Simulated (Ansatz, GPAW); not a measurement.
## Optical response of Cu3SeI (model structure)

Wanted: where Cu3SeI (model structure) starts to absorb, how strongly, and its refractive index. The cell was made here by substitution or stacking, whether or not such a phase is known. It was built so: All Ag replaced by Cu and S replaced by Se in the R3 structure of Ag3SI. The cell is first relaxed with Ansatz.

Calculated with GPAW 26.7.0; DFT, PBE, plane-wave PAW (GPAW data sets), scalar-relativistic, RPA, optical limit.

This is a report of a sequence of runs, with most program output left out.

## 1. The starting structure

It takes space group R3 (No. 146, trigonal). Conventional cell: a = 6.664 Å, b = 6.664 Å, c = 8.162 Å, α = 90.00°, β = 90.00°, γ = 120.00°. Nearest to I lie 6 Cu at 2.93 to 3.06 Å. Nearest to Se lie 6 Cu at 2.44 to 2.46 Å. Cu has 2 Se at 2.44 to 2.46 Å and 4 Cu at 2.92 to 3.01 Å and 2 I at 2.93 to 3.06 Å nearest. All Ag replaced by Cu and S replaced by Se in the R3 structure of Ag3SI. Farther neighbours and most contacts between anions are not listed.

## 2. Relaxation

The structure was built or cut out here, so it is relaxed before any spectrum is computed.

This step: DFT, PBE, plane-wave PAW, default files, scalar-relativistic, relaxation (Ansatz 0.2.0).

Contents of input.yaml:

```yaml
crystal:
  lattice:
    - [3.3322015189, 1.9238474423, 2.7207311512]
    - [-3.3322015189, 1.9238474423, 2.7207311512]
    - [0.0, -3.8476948896, 2.7207311476]
  atoms:
    - { symbol: I, position: [0.5, 0.5, 0.5] }
    - { symbol: Se, position: [0.0319, 0.0319, 0.0319] }
    - { symbol: Cu, position: [0.8895, 0.0175, 0.53] }
    - { symbol: Cu, position: [0.0175, 0.53, 0.8895] }
    - { symbol: Cu, position: [0.53, 0.8895, 0.0175] }
kpoints:
  mp_grid: { grid: [5, 5, 5] }
scf:
  occupations: { method: fermi_dirac, width: 0.05 }
hamiltonian:
  xc: pbe
output:
  forces: true
  stress: true
relax:
  f_tol: 0.02
  max_steps: 50
  cell: {}
```

On the command line:

```bash
$ ansatz run input.yaml --threads 1 --pin off --max-ram 4096MiB --backend cpu --events-out ev --progress --plain --runs-dir out
```

Wall time 61 s (1 thread of Intel Xeon 6975P-C (Granite Rapids), shared host); peak memory 0.45 GiB.

The steps of the relaxation:

```
step  energy less that of the first step (eV)  largest force component (eV/Å)  pressure (GPa)  volume (Å³)
   1                                   0.0000                          0.3830           -2.22       104.65
   2                                  -0.1883                          0.3452           -0.55        99.74
   3                                  -0.2870                          0.1265            1.47        94.75
   4                                  -0.3007                          0.0520           -0.67        98.13
   5                                  -0.3026                          0.0786           -0.19        97.77
   6                                  -0.3051                          0.0445           -0.05        97.11
   7                                  -0.3055                          0.0183            0.02        97.07
   8                                  -0.3055                          0.0124           -0.02        97.09
  9*                                  -0.3021                          0.0121            0.00        97.09
```

Relaxation steps marked * repeat the geometry before them on a plane-wave basis chosen anew for their cell, so energy and pressure can jump there.

Forces are held to the 3 operations that the run works with; a distortion that breaks them can't arise in this run.

| conventional cell, symmetrised | before | after | change |
| --- | --- | --- | --- |
| a (Å) | 6.664 | 6.446 | -3.3 % |
| b (Å) | 6.664 | 6.446 | -3.3 % |
| c (Å) | 8.162 | 8.095 | -0.8 % |
| volume (Å³/atom) | 20.93 | 19.42 | -7.2 % |

The atoms that moved most (Å, as changes of fractional coordinates times the final cell):

```
atom      dx      dy      dz  length
 Cu3  -0.148  -0.179  -0.067   0.242
 Cu5   0.229  -0.039  -0.067   0.242
 Cu4  -0.081   0.218  -0.067   0.242
 Se2   0.000   0.000   0.187   0.187
  I1   0.000   0.000   0.014   0.014
```

The relaxed structure:

```
I Se Cu
1.0
     3.22284    1.86071    2.69837
    -3.22284    1.86071    2.69837
     0.00000   -3.72142    2.69837
I Se Cu
1 1 3
Cartesian
  0.0000 0.0000 4.0617
  0.0000 0.0000 0.4455
  2.6620 -0.4638 3.8104
  -1.7326 -2.0734 3.8104
  -0.9293 2.5372 3.8104
```

The relaxation ends with a largest force component of 0.012 eV/Å and a pressure of 0.00 GPa.

## 3. Ground state

The self-consistent density comes first; it also tells whether there is a gap, which decides the occupations and the need for a Drude term.

This step: DFT, PBE, plane-wave PAW (GPAW data sets), scalar-relativistic, ground state (GPAW 26.7.0).

Contents of gs.py:

```python
from ase import Atoms
from ase.dft.bandgap import bandgap
from gpaw import GPAW, PW, FermiDirac

atoms = Atoms(['I', 'Se', 'Cu', 'Cu', 'Cu'],
              cell=[[3.222843269498, 1.860709427529, 2.698367413920],
                    [-3.222843269498, 1.860709427529, 2.698367413920],
                    [0.000000000000, -3.721418860074, 2.698367410461]],
              scaled_positions=[[0.501749332200, 0.501749332200, 0.501749332200],
                                [0.055036963300, 0.055036963300, 0.055036963300],
                                [0.842146438300, 0.016182691700, 0.553784574600],
                                [0.016182691700, 0.553784574600, 0.842146438300],
                                [0.553784574600, 0.842146438300, 0.016182691700]],
              pbc=[True, True, True])
atoms.calc = GPAW(mode=PW(450), xc='PBE', kpts={'size': (5, 5, 5), 'gamma': True},
                  occupations=FermiDirac(0.05), maxiter=150, txt='gs.txt')
print('energy (eV)', atoms.get_potential_energy())
print('Fermi level (eV)', atoms.calc.get_fermi_level())
print('valence electrons', atoms.calc.get_number_of_electrons())
print('gap (eV)', bandgap(atoms.calc, output=None)[0])
print('direct gap (eV)', bandgap(atoms.calc, direct=True, output=None)[0])
atoms.calc.write('gs.gpw')
```

On the command line:

```bash
$ OMP_NUM_THREADS=1 python gs.py
```

It took 23 s on 1 thread; peak memory 0.19 GiB.

Numbers from this step:

- energy: -15.94 eV
- Fermi energy: 6.583 eV
- gap on the k-mesh: 0.6418 eV
- direct gap on the mesh: 0.8354 eV
- electrons: 46

There is a gap, 0.64 eV on this mesh (points off the mesh can give less), so no carriers' term is needed.

## 4. Bands for the response

At the fixed density, many empty bands are solved on the mesh of the response, since the spectrum sums over them.

This step: DFT, PBE, plane-wave PAW (GPAW data sets), scalar-relativistic, bands at fixed density (GPAW 26.7.0).

Contents of nscf.py:

```python
from ase.dft.bandgap import bandgap
from gpaw import GPAW, FermiDirac

calc = GPAW('gs.gpw').fixed_density(kpts={'size': (6, 6, 6), 'gamma': True}, nbands=62, convergence={'bands': 56},
                                    occupations=FermiDirac(0.001), txt='nscf.txt')
print('gap (eV)', bandgap(calc, output=None)[0])
print('direct gap (eV)', bandgap(calc, direct=True, output=None)[0])
print('top band over the Fermi level (eV)', min(calc.get_eigenvalues(kpt=k)[55] for k in range(len(calc.get_ibz_k_points()))) - calc.get_fermi_level())
calc.write('full.gpw', mode='all')
```

On the command line:

```bash
$ OMP_NUM_THREADS=1 python nscf.py
```

Run time: 1.8 min. Hardware: 1 thread; peak memory 0.28 GiB.

Numbers from this step:

- gap on the k-mesh: 0.6409 eV

## 5. Dielectric function, RPA

Local fields let the induced charge screen the field inside the cell, which as a rule lowers ε, most along directions where the density is uneven.

This step: DFT, PBE, plane-wave PAW (GPAW data sets), scalar-relativistic, RPA, optical limit (GPAW 26.7.0).

Contents of df.py:

```python
from gpaw.response.df import DielectricFunction

df = DielectricFunction('full.gpw', frequencies={'type': 'nonlinear', 'domega0': 0.03, 'omega2': 8},
                        ecut=30,
                        eta=0.2,
                        nbands=56,
                        txt='df.txt')
for direction in ['x', 'z']:
    df.get_dielectric_function(xc='RPA', direction=direction, filename=f'df_{direction}.csv')
```

On the command line:

```bash
$ OMP_NUM_THREADS=1 python df.py
```

Run time: 22 s. Hardware: 1 thread; peak memory 0.3 GiB.

This step gave:

- electronic dielectric constant ε∞, mean over x, y and z (by symmetry where fewer were run): 11.93

Some rows of df_x.csv (energy; Re and Im without local fields; Re and Im with them):

```text
0.000000, 12.203612, -0.000000, 11.615485, 0.000000
0.555532, 12.774757, 0.633602, 12.179866, 0.628738
1.143969, 13.855245, 2.070251, 13.229775, 2.055561
1.768324, 12.066834, 6.213068, 11.400883, 6.267619
2.431988, 12.153657, 7.414834, 11.239746, 7.389042
3.138794, 8.661851, 11.416226, 7.571326, 11.039168
3.893091, 4.709506, 11.584115, 3.970557, 10.533720
4.699832, 1.522160, 9.299308, 1.222806, 8.478216
5.564682, 0.779768, 8.298775, 0.435888, 7.391124
6.494155, -1.086454, 7.020377, -1.008903, 5.949427
7.495775, -0.898643, 5.157234, -0.666479, 4.072411
8.578281, -1.622246, 3.904086, -0.948722, 3.388108
9.751884, -1.593639, 2.652012, -1.086359, 2.555575
11.028587, -1.316713, 1.810748, -0.931831, 1.799593
12.422601, -0.831941, 1.378159, -0.535982, 1.347692
13.950874, -0.563876, 0.936533, -0.352912, 0.984194
15.633783, -0.261297, 0.718178, -0.098923, 0.733617
17.496047, -0.079893, 0.521160, 0.054661, 0.545689
19.567954, 0.090105, 0.395358, 0.233020, 0.462958
```

Sum at mesh points, not converged in k; values under the direct gap are tails of Lorentzian lines. The Im ε by photon energy; read off at these points:

```csv
photon energy (eV),E ∥ x,E ∥ z
0.0,0,0
1.0,1.62,2.27
2.0,5.67,7.68
2.8,10.00,13.5
3.0,10.8,11.7
3.1,11.0,10.8
4.0,10.4,7.48
5.0,7.60,7.30
6.0,6.58,8.69
7.0,4.92,5.45
8.0,4.00,3.74
9.0,3.24,2.87
10.0,2.48,2.22
11.0,1.82,1.79
12.0,1.43,1.50
13.0,1.15,1.14
14.0,0.971,0.937
15.0,0.795,0.794
16.0,0.690,0.700
17.0,0.629,0.610
18.0,0.510,0.581
19.0,0.483,0.489
20.0,0.446,0.459
21.0,0.396,0.428
```

Sum at mesh points, not converged in k. Table of reflectivity at normal incidence by photon energy; read off at these points:

| photon energy (eV) | E ∥ x (%) | E ∥ z (%) |
| --- | --- | --- |
| 0.00 | 29.8 | 31.3 |
| 0.50 | 30.6 | 32.3 |
| 1.00 | 31.6 | 31.9 |
| 1.50 | 34.6 | 35.6 |
| 2.00 | 32.5 | 37.1 |
| 2.50 | 34.9 | 40.6 |
| 2.78 | 37.1 | 41.9 |
| 3.00 | 37.8 | 40.3 |
| 3.50 | 37.0 | 33.1 |
| 4.00 | 38.1 | 31.5 |
| 4.50 | 36.9 | 30.7 |
| 5.00 | 35.2 | 31.4 |
| 5.50 | 35.6 | 32.3 |
| 6.00 | 35.6 | 39.9 |
| 6.50 | 37.8 | 41.6 |
| 7.00 | 38.0 | 41.8 |
| 7.10 | 37.6 | 42.2 |
| 7.50 | 32.2 | 37.4 |
| 8.00 | 34.6 | 39.1 |
| 8.50 | 33.4 | 36.1 |
| 9.00 | 33.7 | 34.1 |
| 9.50 | 35.3 | 35.8 |
| 10.00 | 34.5 | 33.6 |
| 10.50 | 35.5 | 32.4 |
| 11.00 | 34.3 | 31.8 |
| 11.50 | 32.4 | 30.5 |
| 12.00 | 31.0 | 30.8 |
| 12.50 | 28.9 | 29.8 |
| 13.00 | 30.2 | 30.9 |
| 13.50 | 27.4 | 28.1 |
| 14.00 | 26.9 | 26.4 |
| 14.50 | 25.2 | 24.4 |
| 15.00 | 23.8 | 24.3 |
| 15.50 | 21.4 | 20.4 |
| 16.00 | 20.0 | 19.4 |
| 16.50 | 18.0 | 17.7 |
| 17.00 | 18.3 | 15.8 |
| 17.50 | 17.0 | 14.3 |
| 18.00 | 14.3 | 14.2 |
| 18.50 | 12.8 | 12.8 |
| 19.00 | 11.3 | 11.2 |
| 19.50 | 10.7 | 10.1 |
| 20.00 | 9.92 | 9.94 |
| 20.50 | 9.15 | 8.79 |
| 21.00 | 8.55 | 8.17 |
| 21.50 | 7.87 | 7.95 |

Sum at mesh points, not converged in k; values under the direct gap are tails of Lorentzian lines. The Im ε, E ∥ x by photon energy; read off at these points:

```
photon energy (eV)  without local fields  with local fields
              0.00                     0                  0
              0.50                 0.520              0.516
              1.00                  1.63               1.62
              1.50                  4.92               4.90
              2.00                  5.64               5.67
              2.50                  7.71               7.65
              3.00                  11.1               10.8
              3.14                  11.4               11.0
              3.50                  11.1               10.4
              3.89                  11.6               10.5
              4.00                  11.4               10.4
              4.50                  9.90               8.97
              5.00                  8.35               7.60
              5.50                  8.38               7.47
              6.00                  7.60               6.58
              6.50                  7.00               5.93
              7.00                  5.84               4.92
              7.50                  5.16               4.08
              8.00                  4.76               4.00
              8.50                  3.94               3.41
              9.00                  3.56               3.24
              9.50                  2.90               2.81
             10.00                  2.54               2.48
             10.50                  2.11               2.06
             11.00                  1.83               1.82
             11.50                  1.56               1.54
             12.00                  1.44               1.43
             12.50                  1.36               1.35
             13.00                  1.11               1.15
             13.50                  1.05               1.05
             14.00                 0.923              0.971
             14.50                 0.851              0.882
             15.00                 0.777              0.795
             15.50                 0.732              0.744
             16.00                 0.674              0.690
             16.50                 0.656              0.664
             17.00                 0.583              0.629
             17.50                 0.521              0.545
             18.00                 0.486              0.510
             18.50                 0.459              0.492
             19.00                 0.451              0.483
             19.50                 0.402              0.467
             20.00                 0.374              0.446
             20.50                 0.353              0.418
             21.00                 0.326              0.396
             21.50                 0.301              0.375
```

The loss function −Im 1/ε at q → 0 has structure finer than the step of the table below, so its rows give means over 1 eV, whole bins alone (the curve runs from 0 to 21.8 eV). Peaks (eV: height): E ∥ x 17.8: 1.86; E ∥ z 18.4: 1.82.

Sum at mesh points, not converged in k; values under the direct gap are tails of Lorentzian lines. The loss function −Im 1/ε at q → 0 by energy loss; means over each step:

| energy loss (eV) | E ∥ x | E ∥ z |
| --- | --- | --- |
| 1 | 0.0115 | 0.0127 |
| 2 | 0.0357 | 0.0320 |
| 3 | 0.0566 | 0.0777 |
| 4 | 0.0893 | 0.114 |
| 5 | 0.126 | 0.122 |
| 6 | 0.149 | 0.119 |
| 7 | 0.198 | 0.173 |
| 8 | 0.242 | 0.235 |
| 9 | 0.284 | 0.303 |
| 10 | 0.341 | 0.376 |
| 11 | 0.445 | 0.469 |
| 12 | 0.585 | 0.564 |
| 13 | 0.722 | 0.723 |
| 14 | 0.927 | 0.964 |
| 15 | 1.19 | 1.22 |
| 16 | 1.43 | 1.46 |
| 17 | 1.62 | 1.62 |
| 18 | 1.83 | 1.69 |
| 19 | 1.75 | 1.71 |
| 20 | 1.70 | 1.64 |
| 21 | 1.60 | 1.54 |

From ε follow the optical constants at some laser and lamp lines:

| wavelength (nm) | n x | k x | R (%) x | 1/α x | n z | k z | R (%) z | 1/α z |
| --- | --- | --- | --- | --- | --- | --- | --- | --- |
| 1550 | 3.53 | 0.206 | 31.4 | 600 nm | 3.66 | 0.347 | 32.9 | 356 nm |
| 1064 | 3.66 | 0.298 | 32.9 | 284 nm | 3.67 | 0.314 | 33.0 | 270 nm |
| 633 | 3.43 | 0.830 | 32.5 | 61 nm | 3.82 | 0.964 | 36.8 | 52 nm |
| 450 | 3.53 | 1.378 | 37.0 | 26 nm | 3.35 | 2.029 | 41.8 | 18 nm |
| 405 | 3.31 | 1.656 | 37.9 | 19 nm | 2.75 | 2.034 | 39.6 | 16 nm |
| 248 | 2.08 | 1.829 | 35.2 | 11 nm | 2.30 | 1.588 | 31.4 | 12 nm |
| 193 | 1.64 | 1.892 | 37.8 | 8.1 nm | 1.69 | 2.087 | 41.7 | 7.4 nm |

Below the direct gap, k and the depth come from the tails of the Lorentzian lines, not from transitions.

Rows near the edge hang on the gap, which this functional as a rule makes too small, and phonon-assisted absorption is left out.

## 6. Results

* electronic dielectric constant ε∞, mean over x, y and z (by symmetry where fewer were run) (RPA): 11.9

In words: At this level (PBE, RPA) Cu3SeI has a mean ε∞ = 11.9 and n = 3.53 at 1550 nm (E ∥ x). The cell shrank by 7.2 % in volume. On the mesh the gap is 0.64 eV and the least direct gap 0.84 eV, so on this mesh the band edges lie at different points. Local fields change the static value along x from 12.20 to 11.62 (-5 %). The static values by axis are 11.62 (x), 12.56 (z). Excitons and phonon-assisted transitions are missing; PBE gaps are as a rule too small, which pulls the onset down and ε∞ up. Spin-orbit coupling is left out although heavy atoms are present. The curves end at 22 eV, about where the summed bands run out. In this version of GPAW the matrix elements of the optical limit are incomplete, which can lower ε − 1 by up to a tenth where first-row anions or d states rule, and shift it by more in d metals. The sum runs over mesh points 0.23 Å⁻¹ apart with no interpolation, so peaks are partly noise of the mesh; over so small a direct gap single mesh points weigh heavily, so ε∞, n and their changes from run to run can be far off. Besides steps told in other documents, this task had 1 run with a known fault of program or setting; those not told in a step above aren't shown.

[Machine, clock and banner lines and Python warnings are left out of the logs.]

[Logs are printed without paths, hosts, clocks, repeated set-up lines and the standing remarks that a program may print on its own settings, such as how far it seeks lower states.]

[Hosts, paths, dates, database ids (printed as entryN), source tags and the programs' standing remarks are cut or masked in the printed files.]
